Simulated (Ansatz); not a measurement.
**Li on Ru(0001): change of the work function**

Wanted: Δφ(θ) for Li/Ru(0001), starting from the fcc site.

Program: Ansatz 0.2.0. Level of theory: plane-wave DFT, PBE, Ansatz PAW. Results are calculated unless marked as measured.

Most raw output is cut from this account.

**1. The starting structure**

The cell holds 4 atoms: 4 Ru. Cell: a = 2.700 Å, b = 2.700 Å, c = 24.415 Å, α = 90.0°, β = 90.0°, γ = 60.0°. Vacuum lies along c.

**2. The clean slab**

The bare slab comes first, as the zero from which every change is counted. The two lowest layers are held at bulk places and the upper ones relax. The dipole correction removes the false field that a one-sided slab makes across the periodic vacuum, so each face gets a flat vacuum level of its own.

input.yaml reads:

```yaml
crystal:
  lattice:
    - [2.7, 0.0, 0.0]
    - [1.35, 2.3382685902, 0.0]
    - [0.0, 0.0, 24.4152]
  atoms:
    - { symbol: Ru, position: [0.6666666667, 0.6666666667, 0.3686228251] }
    - { symbol: Ru, position: [0.0, 0.0, 0.4562076084] }
    - { symbol: Ru, position: [0.6666666667, 0.6666666667, 0.5437923916] }
    - { symbol: Ru, position: [0.0, 0.0, 0.6313771749] }
kpoints:
  mp_grid: { grid: [12, 12, 1] }
hamiltonian:
  xc: pbe
scf:
  occupations: { method: fermi_dirac, width: 0.1 }
  convergence: { dr2_threshold: 1.0e-08 }
efield:
  axis: 3
  dipole_correction: true
  ramp_position: 0.97
  ramp_width: 0.06
relax:
  f_tol: 0.02
  max_steps: 60
  constraints: [{ sites: [0, 1] }]
output:
  write_potential: true
  write_density: true
  volumetric_format: npy
```

The run is started by

```sh
ansatz run input.yaml --threads 4 --pin off --max-ram 6144MiB --backend cpu --events-out ev --progress --plain --runs-dir out
```

The job ended after 2.6 s (4 threads of AMD EPYC 9R45, shared host; peak memory 0.54 GiB).

Step by step:

```tsv
step	energy less that of the first step (eV)	largest force component (eV/Å)
1	0.0000	0.5365
2	-0.0100	0.2640
3	-0.0132	0.0173
```

The run keeps the 6 symmetry operations that it works with, so distortions that break them were not tested.

The atoms that moved most (Å):

```tsv
atom	dx	dy	dz	length
Ru4	0.000	0.000	-0.034	0.034
Ru3	0.000	0.000	0.019	0.019
```

Final coordinates:

```cif
data_structure
_symmetry_space_group_name_H-M 'P 1'
_symmetry_Int_Tables_number 1
_cell_length_a 2.7000
_cell_length_b 2.7000
_cell_length_c 24.4152
_cell_angle_alpha 90.000
_cell_angle_beta 90.000
_cell_angle_gamma 60.000
_cell_volume 154.14
loop_
_atom_site_label
_atom_site_type_symbol
_atom_site_fract_x
_atom_site_fract_y
_atom_site_fract_z
_atom_site_occupancy
Ru1 Ru 0.66667 0.66667 0.36862 1
Ru2 Ru 0.00000 0.00000 0.45621 1
Ru3 Ru 0.66667 0.66667 0.54459 1
Ru4 Ru 0.00000 0.00000 0.62999 1
```

Numbers from this step:

```
energy at zero smearing        : -23512.6524 eV
work function, upper face      : 5.046 eV
work function, lower face      : 5.075 eV
dipole along the normal        : 0.001037 e·Å
step between the vacuum levels : -0.02973 eV
```

Running mean over 2.138 Å of the planar mean; the ramp of the sawtooth is left out. Table of electron's electrostatic potential energy less the Fermi level by z:

```tsv
z (Å)	electron's electrostatic potential energy less the Fermi level (eV)
3.0	5.08
3.5	5.07
4.0	5.07
4.5	5.07
5.0	5.07
5.5	5.05
6.0	4.98
6.5	4.76
7.0	3.94
7.5	0.744
8.0	-6.27
8.5	-12.3
9.0	-14.2
9.5	-14.5
10.0	-14.6
10.5	-14.7
11.0	-14.8
11.5	-14.8
12.0	-14.6
12.5	-14.7
13.0	-14.9
13.5	-15.0
14.0	-15.4
14.5	-15.4
15.0	-14.8
15.5	-14.1
16.0	-11.4
16.5	-4.48
17.0	1.85
17.5	4.21
18.0	4.81
18.5	4.98
19.0	5.03
19.5	5.04
20.0	5.04
20.5	5.05
21.0	5.05
```

The relaxation took 3 steps and lowered the energy by 0.013 eV; the largest force on the free atoms ends at 0.017 eV/Å.

The work function of the upper face is 5.05 eV.

**3. The covered slab, k-mesh 6×6×1, coverage 0.25 ML**

System of this step: Li/Ru(0001). The cell holds 17 atoms: 16 Ru and 1 Li. Its edges and angles: a = 5.400 Å, b = 5.400 Å, c = 26.734 Å, α = 90.0°, β = 90.0°, γ = 60.0°. Vacuum lies along c.

The clean slab as it ended is repeated in the plane and the adsorbate is set on one face; the cell's size fixes the coverage, and the k-mesh shrinks with it to keep the sampling density about even. Adsorbate and upper layers relax, since the dipole depends on the height.

input.yaml reads:

```yaml
crystal:
  lattice:
    - [5.4, 0.0, 0.0]
    - [2.7, 4.6765371804, 0.0]
    - [0.0, 0.0, 26.733925544]
  atoms:
    - { symbol: Ru, position: [0.3333333333, 0.3333333333, 0.3366508964] }
    - { symbol: Ru, position: [0.0, 0.0, 0.4166391495] }
    - { symbol: Ru, position: [0.3333333333, 0.3333333333, 0.4973526512] }
    - { symbol: Ru, position: [0.0, 0.0, 0.5753478749] }
    - { symbol: Ru, position: [0.3333333333, 0.8333333333, 0.3366508964] }
    - { symbol: Ru, position: [0.0, 0.5, 0.4166391495] }
    - { symbol: Ru, position: [0.3333333333, 0.8333333333, 0.4973526512] }
    - { symbol: Ru, position: [0.0, 0.5, 0.5753478749] }
    - { symbol: Ru, position: [0.8333333333, 0.3333333333, 0.3366508964] }
    - { symbol: Ru, position: [0.5, 0.0, 0.4166391495] }
    - { symbol: Ru, position: [0.8333333333, 0.3333333333, 0.4973526512] }
    - { symbol: Ru, position: [0.5, 0.0, 0.5753478749] }
    - { symbol: Ru, position: [0.8333333333, 0.8333333333, 0.3366508964] }
    - { symbol: Ru, position: [0.5, 0.5, 0.4166391495] }
    - { symbol: Ru, position: [0.8333333333, 0.8333333333, 0.4973526512] }
    - { symbol: Ru, position: [0.5, 0.5, 0.5753478749] }
    - { symbol: Li, position: [0.1666666667, 0.1666666667, 0.6633491036] }
kpoints:
  mp_grid: { grid: [6, 6, 1] }
hamiltonian:
  xc: pbe
scf:
  occupations: { method: fermi_dirac, width: 0.1 }
  convergence: { dr2_threshold: 1.0e-08 }
efield:
  axis: 3
  dipole_correction: true
  ramp_position: 0.97
  ramp_width: 0.06
relax:
  f_tol: 0.02
  max_steps: 60
  constraints: [{ sites: [0, 1, 4, 5, 8, 9, 12, 13] }]
output:
  dos: { projected: true, e_range: [-8, 4] }
  write_potential: true
  write_density: true
  volumetric_format: npy
  elf: true
```

It took 23 s on 4 threads; peak memory 2.6 GiB.

Relaxation path:

```tsv
step	energy less that of the first step (eV)	largest force component (eV/Å)
1	0.0000	0.4732
2	-0.0515	0.1514
3	-0.0561	0.0567
4	-0.0567	0.0126
```

Forces are held to the 6 operations that the run works with; a distortion that breaks them can't arise in this run.

The atoms that moved most (Å):

```tsv
atom	dx	dy	dz	length
Li17	0.000	0.000	-0.173	0.173
Ru15	0.000	0.000	-0.033	0.033
Ru16	0.000	0.000	0.026	0.026
Ru8	0.000	0.023	-0.002	0.023
Ru4	-0.020	-0.012	-0.002	0.023
Ru12	0.020	-0.012	-0.002	0.023
```

Final coordinates:

```xyz
17
Lattice="5.4000 0.0000 0.0000 2.7000 4.6765 0.0000 0.0000 0.0000 26.7339" Properties=species:S:1:pos:R:3
Ru    2.7000    1.5588    9.0000
Ru    0.0000    0.0000   11.1384
Ru    2.7008    1.5593   13.2949
Ru   -0.0200   -0.0115   15.3796
Ru    4.0500    3.8971    9.0000
Ru    1.3500    2.3383   11.1384
Ru    4.0500    3.8962   13.2949
Ru    1.3500    2.3613   15.3796
Ru    5.4000    1.5588    9.0000
Ru    2.7000    0.0000   11.1384
Ru    5.3992    1.5593   13.2949
Ru    2.7200   -0.0115   15.3796
Ru    6.7500    3.8971    9.0000
Ru    4.0500    2.3383   11.1384
Ru    6.7500    3.8971   13.2630
Ru    4.0500    2.3383   15.4070
Li    1.3500    0.7794   17.5606
```

Numbers from this step:

| Quantity | Value |
| --- | --- |
| energy at zero smearing | -94256.1748 eV |
| work function, upper face | 2.308 eV |
| work function, lower face | 5.099 eV |
| dipole along the normal | 0.3895 e·Å |
| step between the vacuum levels | -2.791 eV |

Running mean over 2.138 Å of the planar mean; the ramp of the sawtooth is left out. Table of electron's electrostatic potential energy less the Fermi level by z:

z (Å), electron's electrostatic potential energy less the Fermi level (eV) and a bar from the least value:
```
      3.5        5.1 ##############################
      4.0        5.1 ##############################
      4.5        5.1 ##############################
      5.0        5.1 ##############################
      5.5        5.1 ##############################
      6.0        5.0 ##############################
      6.5        4.8 ##############################
      7.0        4.0 ############################
      7.5        0.7 ########################
      8.0       -6.3 #############
      8.5      -12.3 ####
      9.0      -14.2 #
      9.5      -14.5 #
     10.0      -14.7 #
     10.5      -14.8 #
     11.0      -14.8 #
     11.5      -14.8 #
     12.0      -14.8 #
     12.5      -14.8 #
     13.0      -14.9 #
     13.5      -15.0 
     14.0      -15.2 
     14.5      -15.2 
     15.0      -14.8 #
     15.5      -14.1 ##
     16.0      -11.6 #####
     16.5       -5.4 ##############
     17.0        0.0 #######################
     17.5        1.7 #########################
     18.0        1.8 #########################
     18.5        1.8 #########################
     19.0        2.1 ##########################
     19.5        2.2 ##########################
     20.0        2.3 ##########################
     20.5        2.3 ##########################
     21.0        2.3 ##########################
     21.5        2.3 ##########################
     22.0        2.3 ##########################
     22.5        2.3 ##########################
     23.0        2.3 ##########################
     23.5        2.3 ##########################
```

The density of states has structure finer than the step of the table below, so its rows give means over 0.25 eV, whole bins alone (the curve runs from -8 to 1.98 eV). Peaks (eV: height): -4.300: 50.9, -4.150: 46.0, -2.830: 42.2, -2.140: 49.4, -1.890: 46.0, 0.840: 59.0, 1.620: 43.7.

The density of states by energy, zero at the Fermi level; means over each step:

```tsv
energy (eV)	density of states (states/eV a cell)
-7.75	0
-7.50	0.251
-7.25	0.899
-7.00	0.899
-6.75	1.01
-6.50	1.11
-6.25	1.88
-6.00	8.05
-5.75	17.7
-5.50	18.9
-5.25	23.7
-5.00	17.4
-4.75	15.2
-4.50	26.2
-4.25	27.4
-4.00	17.5
-3.75	19.0
-3.50	17.1
-3.25	12.7
-3.00	18.2
-2.75	29.3
-2.50	22.3
-2.25	27.1
-2.00	33.2
-1.75	26.6
-1.50	29.1
-1.25	20.9
-1.00	16.6
-0.75	13.7
-0.50	20.2
-0.25	18.1
0.00	19.2
0.25	19.4
0.50	18.4
0.75	23.8
1.00	27.4
1.25	27.3
1.50	25.7
1.75	16.2
```

Projected DOS per atom over height of the atomic layer and energy from the Fermi level. Layers: Ru4 Ru4 Ru4 Ru4 Li from below.

Ten even steps from '_' (0.00 states/eV) to '@' (2.40 states/eV), each cell a mean:
```
----==----
++##%%++..
##++++**__
++====++__
**----++__
**----**__
==::::==..
%%++++##__
@@****@@__
**++++%%__
******##__
--======__
========__
==**++++__
++++++++__
--****--__
::##%%::__
__--==..__
__________
__________
__________
__________
```
Columns: height of the atomic layer (Å) from 9 to 17.6; rows upwards: energy from the Fermi level (eV) from -7.96 to 1.95.

Electrostatic potential energy in the ca plane at fractional y = 0.000, with atoms of Ru within 0.2 Å of it. With pseudopotentials it is smooth inside the atoms' cores, unlike the true potential.

Ten even steps from '0' (-85 eV) to '9' (9 eV), each cell a mean:
```
99999720038999999610058999999999999999999999
98899864479998899853579999999999999999999999
86789998899976789988899999999999999999999999
86689999999976689999999999999999999999999999
87789986789987889876789999999999999999999999
99999841158999999731269999999999999999999999
99999710027999999500048999999999999999999999
99999720038999999610158999999999999999999999
98899864479998899864589999999999999999999999
87789998899986789998999999999999999999999999
86689999999976689999999999999999999999999999
87789987789987889987799999999999999999999999
99999841158999999731269999999999999999999999
99999610027999999500048999999999999999999999
```
Columns run along c (16.0 Å, from fractional 0.32 to 0.92 of the cell; values clipped at the 3rd and 97th percentile), rows up along a (5.4 Å). Atoms in or near the plane, at fractional coordinates: Ru at (0.42, 0.00), Ru at (0.58, 0.00), Ru at (0.42, 0.50), Ru at (0.58, 0.50).

ELF in the ca plane at fractional y = 0.000, with atoms of Ru within 0.2 Å of it. It is the smooth field of the valence electrons, not physical close to the nuclei.

Ten even steps from '0' (0.00) to '9' (0.64), each cell a mean:
```
54444598994444444797983234432100000000000000
44334368854433334479852233321100000000000000
46644434444346533444443333221000000000000000
57643444444357633444444433211000000000000000
45434446544445434456643333221000000000000000
44344489974443344699972233322100000000000000
55444696794444444795893344432100000000000000
54444598894444444698983343222100000000000000
44334468854434344478754431000000000000000000
46644434444346533434445410000000000000000000
57643444444347633444456400000000000000000000
45434446544445434445544520000000000000000000
44344489974443344599963442111100000000000000
55444695794444444795894344432100000000000000
```
Columns run along c (16.0 Å, from fractional 0.32 to 0.92 of the cell), rows up along a (5.4 Å). Atoms in or near the plane, at fractional coordinates: Ru at (0.42, 0.00), Ru at (0.58, 0.00), Ru at (0.42, 0.50), Ru at (0.58, 0.50).

Valence density in the ca plane at fractional y = 0.000, with atoms of Ru within 0.2 Å of it. It is the smooth field of the valence electrons, not physical close to the nuclei.

Ten steps, logarithmic in the rise over the least value, from '0' (0.00 × 1e0 e/Å³) to '9' (9.74 × 1e0 e/Å³), each cell a mean:
```
23333589984333333699973100000000000000000000
34433467753334433477752100000000000000000000
45543334433356543344431100000000000000000000
46643333333356543333321100000000000000000000
45543346543345433456532100000000000000000000
33333479874333333689863100000000000000000000
23333589985333334799973110000000000000000000
23333589984333333689973110000000000000000000
34433467753334433467742110000000000000000000
45543334433345543334332110000000000000000000
46643333333356643333322111000000000000000000
45543345543345443355532110000000000000000000
33333478874333333588863110000000000000000000
23333599985333334799973110000000000000000000
```
Columns run along c (16.0 Å, from fractional 0.32 to 0.92 of the cell), rows up along a (5.4 Å). Atoms in or near the plane, at fractional coordinates: Ru at (0.42, 0.00), Ru at (0.58, 0.00), Ru at (0.42, 0.50), Ru at (0.58, 0.50).

The relaxation took 4 steps and lowered the energy by 0.057 eV; the largest force on the free atoms ends at 0.013 eV/Å.

By hand: a sheet of dipoles makes a step −p/(ε₀A) in the electron's potential. With e/ε₀ = 180.95 V·Å, p = 0.3895 e·Å and A = 25.25 Å², that is −180.95 × (0.3895) / 25.25 = -2.791 eV, and the two vacuum levels of the run differ by -2.791 eV.

The covered face has 2.31 eV, -2.74 eV against the clean one; the bare back face has moved by +0.02 eV, a measure of how thin the slab is.

**4. The covered slab, k-mesh 12×12×1, coverage 1 ML**

System of this step: Li/Ru(0001). The cell holds 5 atoms: 4 Ru and 1 Li. Its edges and angles: a = 2.700 Å, b = 2.700 Å, c = 26.734 Å, α = 90.0°, β = 90.0°, γ = 60.0°. Vacuum lies along c.

Another coverage, to see how the dipoles act on each other as their distance changes.

input.yaml, the sections that differ from step 3:

```yaml
crystal:
  lattice:
    - [2.7, 0.0, 0.0]
    - [1.35, 2.3382685902, 0.0]
    - [0.0, 0.0, 26.733925544]
  atoms:
    - { symbol: Ru, position: [0.6666666667, 0.6666666667, 0.3366508964] }
    - { symbol: Ru, position: [0.0, 0.0, 0.4166391495] }
    - { symbol: Ru, position: [0.6666666667, 0.6666666667, 0.4973526512] }
    - { symbol: Ru, position: [0.0, 0.0, 0.5753478749] }
    - { symbol: Li, position: [0.3333333333, 0.3333333333, 0.6633491036] }
kpoints:
  mp_grid: { grid: [12, 12, 1] }
relax:
  f_tol: 0.02
  max_steps: 60
  constraints: [{ sites: [0, 1] }]
output:
  write_potential: true
  write_density: true
  volumetric_format: npy
# hamiltonian, scf, efield: as in step 3
```

Wall time 4.5 s (4 threads); peak memory 0.56 GiB; 17 s of CPU time.

Step by step:

```tsv
step	energy less that of the first step (eV)	largest force component (eV/Å)
1	0.0000	0.5711
2	-0.0277	0.2913
3	-0.0370	0.0336
4	-0.0375	0.0059
```

The run keeps the 6 symmetry operations that it works with, so distortions that break them were not tested.

The atoms that moved most (Å):

```tsv
atom	dx	dy	dz	length
Li5	0.000	0.000	-0.157	0.157
Ru3	0.000	0.000	-0.019	0.019
Ru4	0.000	0.000	0.017	0.017
```

The relaxed structure:

```xyz
5
Lattice="2.7000 0.0000 0.0000 1.3500 2.3383 0.0000 0.0000 0.0000 26.7339" Properties=species:S:1:pos:R:3
Ru    2.7000    1.5588    9.0000
Ru    0.0000    0.0000   11.1384
Ru    2.7000    1.5588   13.2774
Ru    0.0000    0.0000   15.3982
Li    1.3500    0.7794   17.5765
```

Numbers from this step:

```yaml
energy_at_zero_smearing: -23717.8439 eV
work_function_upper_face: 3.714 eV
work_function_lower_face: 5.120 eV
dipole_along_the_normal: 0.04903 e·Å
step_between_the_vacuum_levels: -1.405 eV
```

Running mean over 2.138 Å of the planar mean; the ramp of the sawtooth is left out. The electron's electrostatic potential energy less the Fermi level by z:

```tsv
z (Å)	electron's electrostatic potential energy less the Fermi level (eV)
3.5	5.12
4.0	5.12
4.5	5.12
5.0	5.11
5.5	5.10
6.0	5.03
6.5	4.80
7.0	3.99
7.5	0.772
8.0	-6.23
8.5	-12.3
9.0	-14.2
9.5	-14.5
10.0	-14.6
10.5	-14.7
11.0	-14.8
11.5	-14.9
12.0	-14.9
12.5	-14.8
13.0	-14.8
13.5	-14.9
14.0	-14.9
14.5	-14.9
15.0	-14.6
15.5	-14.2
16.0	-12.2
16.5	-7.50
17.0	-3.40
17.5	-2.24
18.0	-1.98
18.5	-0.650
19.0	1.47
19.5	2.73
20.0	3.30
20.5	3.55
21.0	3.65
21.5	3.69
22.0	3.71
22.5	3.71
23.0	3.71
23.5	3.71
```

The relaxation took 4 steps and lowered the energy by 0.038 eV; the largest force on the free atoms ends at 0.0059 eV/Å.

The covered face has 3.71 eV, -1.33 eV against the clean one; the bare back face has moved by +0.04 eV, a measure of how thin the slab is.

**5. Work function against coverage**

This step: plane-wave DFT, PBE, Ansatz PAW; work function against coverage (Ansatz 0.2.0).

The runs are now put side by side.

Numbers from this step:

* work function of the clean face: 5.046 eV
* largest change of the work function: -2.738 eV

Work function of the covered face against coverage:

```tsv
coverage (adsorbates/nm²)	work function of the covered face (eV)
0.00	5.05
3.96	2.31
15.84	3.71
```

The dipole per adsorbate comes from the change of the cell's dipole. Coverage, by row:

```tsv
coverage (1/nm²)	coverage (ML)	work function (eV)	change (eV)	dipole per adsorbate, positive end outwards (debye)	mean height of the added atoms over the highest substrate atom (Å)
3.96	0.25	2.308	-2.738	1.851	2.154
15.84	1	3.715	-1.331	0.231	2.178
```

**6. What came out**

* work function of the clean face: 5.05 eV
* work function at 0.25 ML: 2.31 eV
* work function at 1 ML: 3.71 eV
* dipole per adsorbate at 0.25 ML, positive end outwards: 1.85 D

What this shows: Li lowers the work function of Ru(0001) at the lowest coverage, by 2.74 eV: the adsorbate layer has its positive end outwards. The slab has 4 layers, at the tabulated experimental lattice constant, one starting site was run, and quantum-size effects of a slab this thin can reach one or two tenths of an eV.

[Logs are printed without paths, hosts, clocks, repeated set-up lines and the standing remarks that a program may print on its own settings, such as how far it seeks lower states.]

[Hosts, paths, dates, database ids (printed as entryN), source tags and the programs' standing remarks are cut or masked in the printed files.]

[Maps of the electrostatic potential energy from Ansatz leave out the sawtooth potential of an applied field or a dipole correction, so their vacuum need not be flat; planar profiles and work functions include it.]

[The density of states shown here was stored with 400 of the rows of the run's finer table, so its peaks can read low, often by over a quarter, or be missed, and its means over a window can be off by a tenth or more.]
